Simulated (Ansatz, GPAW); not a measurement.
# A 2-layer slab of Cu(100): converging a work function, part 2 of 2

Wanted: a convergence study on the slab a 2-layer slab of Cu(100).

GPAW 26.7.0 and Ansatz 0.2.0; Ansatz plane waves; slab in vacuum with a dipole correction, relaxation (the session's first sound run).

So far, upper work function (eV): step 2 (relaxation, PBE) 4.69; step 3 (plane waves, PBE) 4.68; step 6 (cutoff 700: ecut = 700, PBE, GPAW) 4.67.

## (9) K mesh 18×18: kpts = [18, 18] (continued)

Electrostatic potential energy of an electron (without an applied field's), less the Fermi level, planar mean against z:

z (Å), electrostatic potential energy of an electron (without an applied field's), less the Fermi level, planar mean (eV) and a bar from the least value:
```
      0.0        4.7 ##############################
      0.5        4.7 ##############################
      1.0        4.7 ##############################
      1.5        4.7 ##############################
      2.0        4.7 ##############################
      2.5        4.7 ##############################
      3.0        4.7 ##############################
      3.5        4.7 ##############################
      4.0        4.7 ##############################
      4.5        4.7 ##############################
      5.0        4.7 ##############################
      5.5        4.7 ##############################
      6.0        4.7 ##############################
      6.5        4.6 ##############################
      7.0        4.4 ##############################
      7.5        3.8 #############################
      8.0        1.8 ##########################
      8.5       -5.7 ###############
      9.0      -15.8 
      9.5       -6.2 ##############
     10.0       -2.6 ###################
     10.5      -12.7 ####
     11.0      -11.9 ######
     11.5       -0.6 ######################
     12.0        3.2 ############################
     12.5        4.3 #############################
     13.0        4.6 ##############################
     13.5        4.6 ##############################
     14.0        4.7 ##############################
     14.5        4.7 ##############################
     15.0        4.7 ##############################
     15.5        4.7 ##############################
     16.0        4.7 ##############################
     16.5        4.7 ##############################
     17.0        4.7 ##############################
     17.5        4.7 ##############################
     18.0        4.7 ##############################
     18.5        4.7 ##############################
     19.0        4.7 ##############################
     19.5        4.7 ##############################
```

The upper face's work function is 4.675 eV, against 4.677 eV in the first plane-wave PBE run at this geometry.

## (10) Scheme Fermi-Dirac, smearing 0.3

Smearing changes the occupations near the Fermi level, and with them the level itself. Smearing helps the SCF of a metal converge, but it blurs occupations at band edges near the Fermi level.

run.py reads:

```python
import json
import numpy as np
from ase import Atoms
from gpaw import GPAW, PW

slab = Atoms(
    ['Cu', 'Cu'],
    positions=[
        [1.27633, 1.27633, 9.00000],
        [-0.00000, 0.00000, 10.73522]],
    cell=[[2.55266, 0.0, 0.0], [0.0, 2.55266, 0.0], [0.0, 0.0, 19.805]],
    pbc=[True, True, False])

slab.calc = GPAW(mode=PW(400), xc='PBE', kpts={'size': (12, 12, 1), 'gamma': True},
                 occupations={'name': 'fermi-dirac', 'width': 0.3}, nbands='140%',
                 convergence={'density': 1e-05}, maxiter=200,
                 poissonsolver={'dipolelayer': 'xy'},
                 symmetry={'tolerance': 1e-3}, txt='slab.txt')
result = {}
energy = slab.get_potential_energy()
fermi = slab.calc.get_fermi_level()
v = slab.calc.get_electrostatic_potential().mean((0, 1)) - fermi
n = slab.calc.get_pseudo_density().mean((0, 1))
L = slab.cell[2, 2]
z = np.arange(len(v)) * L / len(v)
low, high = slab.positions[:, 2].min(), slab.positions[:, 2].max()
below, above = np.interp([low - 6.8, high + 6.8], z, v)
slopes = [np.interp(x, z, np.gradient(v, z)) for x in (low - 6.8, high + 6.8)]
eps = np.array([[slab.calc.get_eigenvalues(k, s) for k in range(len(slab.calc.get_ibz_k_points()))]
                for s in range(slab.calc.get_number_of_spins())]) - fermi
top, bottom = eps[eps < 0].max(), eps[eps > 0].min()
dipole = slab.get_dipole_moment()[2]
print(f'energy {energy:.4f} eV, Fermi level {fermi:.4f} eV, dipole {dipole:.5f} e A')
print(f'potential 6.8 A off the faces, from the Fermi level: lower {below:.4f} eV, upper {above:.4f} eV')
print(f'slope of the potential there: lower {slopes[0]:.5f}, upper {slopes[1]:.5f} eV/A')
print(f'nearest levels on the mesh: {top:.4f} and {bottom:.4f} eV')
print('magnetic moment', round(slab.get_magnetic_moment(), 3))
result.update(energy=energy, fermi=fermi, dipole=dipole, below=below, above=above, slopes=slopes, edges=[top, bottom],
              z=z.tolist(), v=v.tolist(), n=n.tolist(), positions=slab.positions.tolist(),
              forces=slab.get_forces(apply_constraint=False).tolist(), moments=slab.get_magnetic_moments().tolist())
json.dump(result, open('result.json', 'w'))
```

Run with:

```bash
$ OMP_NUM_THREADS=1 OPENBLAS_NUM_THREADS=2 python run.py
```

The job ended after 18 s (2 threads of Intel Xeon Platinum 8259CL at 2.50GHz (Skylake/Cascade Lake), shared host; peak memory 0.16 GiB).

This step gave:

- dipole along the normal: -7.06e-6 e·Å
- levels nearest the Fermi level on the mesh: -0.1058, 0.09413 eV from the Fermi level
- upper work function: 4.669 eV
- lower work function: 4.669 eV

The upper face's work function is 4.669 eV, against 4.677 eV in the first plane-wave PBE run at this geometry.

## (11) All levels side by side

Times are for 2 threads of Intel Xeon Platinum 8259CL at 2.50GHz (Skylake/Cascade Lake), shared host. The runs compared:

```csv
no.,run,upper work function (eV),time,memory (GiB)
1,pw,4.677,18 s,0.17
2,cutoff 700,4.671,39 s,0.24
3,k mesh 18×18,4.675,30 s,0.19
4,"scheme Fermi-Dirac, smearing 0.3",4.669,18 s,0.16
```

## (12) Without the dipole layer

The dipole layer is taken out and the cell repeats along the normal.

Changes to run.py since step 10:

```diff
@@ -11,8 +11,7 @@
     cell=[[2.55266, 0.0, 0.0], [0.0, 2.55266, 0.0], [0.0, 0.0, 19.805]],
-    pbc=[True, True, False])
+    pbc=[True, True, True])
 
 slab.calc = GPAW(mode=PW(400), xc='PBE', kpts={'size': (12, 12, 1), 'gamma': True},
-                 occupations={'name': 'fermi-dirac', 'width': 0.3}, nbands='140%',
+                 occupations={'name': 'fermi-dirac', 'width': 0.1}, nbands='140%',
                  convergence={'density': 1e-05}, maxiter=200,
-                 poissonsolver={'dipolelayer': 'xy'},
                  symmetry={'tolerance': 1e-3}, txt='slab.txt')
```

Run time: 16 s. Hardware: 2 threads; peak memory 0.17 GiB.

The run finished with changed settings (dipole = false and pbc_z = true); it serves as a test.

The two runs compared:

```csv
quantity,this run,sound run,difference
upper work function (eV),4.6774,4.6774,3.5e-5
lower work function (eV),4.6774,4.6773,6.1e-5
```

## (13) Side by side

Results and costs are gathered.

This step: comparison of work functions, dipole and cost (GPAW 26.7.0).

Ladder, by row:

```csv
step,code,"work function, upper (eV)","work function, lower (eV)",dipole (e Å),wall time (s),peak memory (GiB),threads
pw,GPAW,4.677,4.677,-6.83e-6,17.55,0.17,2
ecut200,GPAW,4.749,4.758,-3.33e-4,10.84,0.13,2
ecut300,GPAW,4.69,4.691,8.01e-5,14.12,0.15,2
ecut700,GPAW,4.671,4.671,-6.57e-6,38.56,0.24,2
k4,GPAW,4.837,4.837,-6.84e-6,6.98,0.14,2
k7,GPAW,4.643,4.643,-6.70e-6,9.34,0.15,2
k18,GPAW,4.675,4.675,-6.86e-6,30.02,0.19,2
smear,GPAW,4.669,4.669,-7.06e-6,17.87,0.16,2
nodip,GPAW,4.677,4.677,-9.10e-6,16.24,0.17,2
```

## (14) Outcome

| Item | Value |
| --- | --- |
| work function, both faces | 4.68 eV |
| dipole along the normal | -6.8e-6 e Å, near the numerical noise |

With plane waves and PBE the work function is 4.68 eV on the upper face and 4.68 eV on the lower. The other smearing (Fermi-Dirac of 0.3 eV in place of Fermi-Dirac of 0.1) moves the two faces by -0.0079 and -0.0079 eV on the same mesh; a mesh is converged only for its smearing. Over the sound runs of the table the upper face's work function spans 4.669 (smear) to 4.677 eV (pw). The slab is only 1.7 Å thick between its outer nuclei, so the values belong to this film more than to the surface of the bulk metal. The in-plane lattice was kept as typed, which isn't the functional's own and leaves some strain; spin-orbit coupling and temperature are left out.

[Logs are printed without paths, hosts, clocks, repeated set-up lines and the standing remarks that a program may print on its own settings, such as how far it seeks lower states.]

[Hosts, paths, dates, database ids (printed as entryN), source tags and the programs' standing remarks are cut or masked in the printed files.]
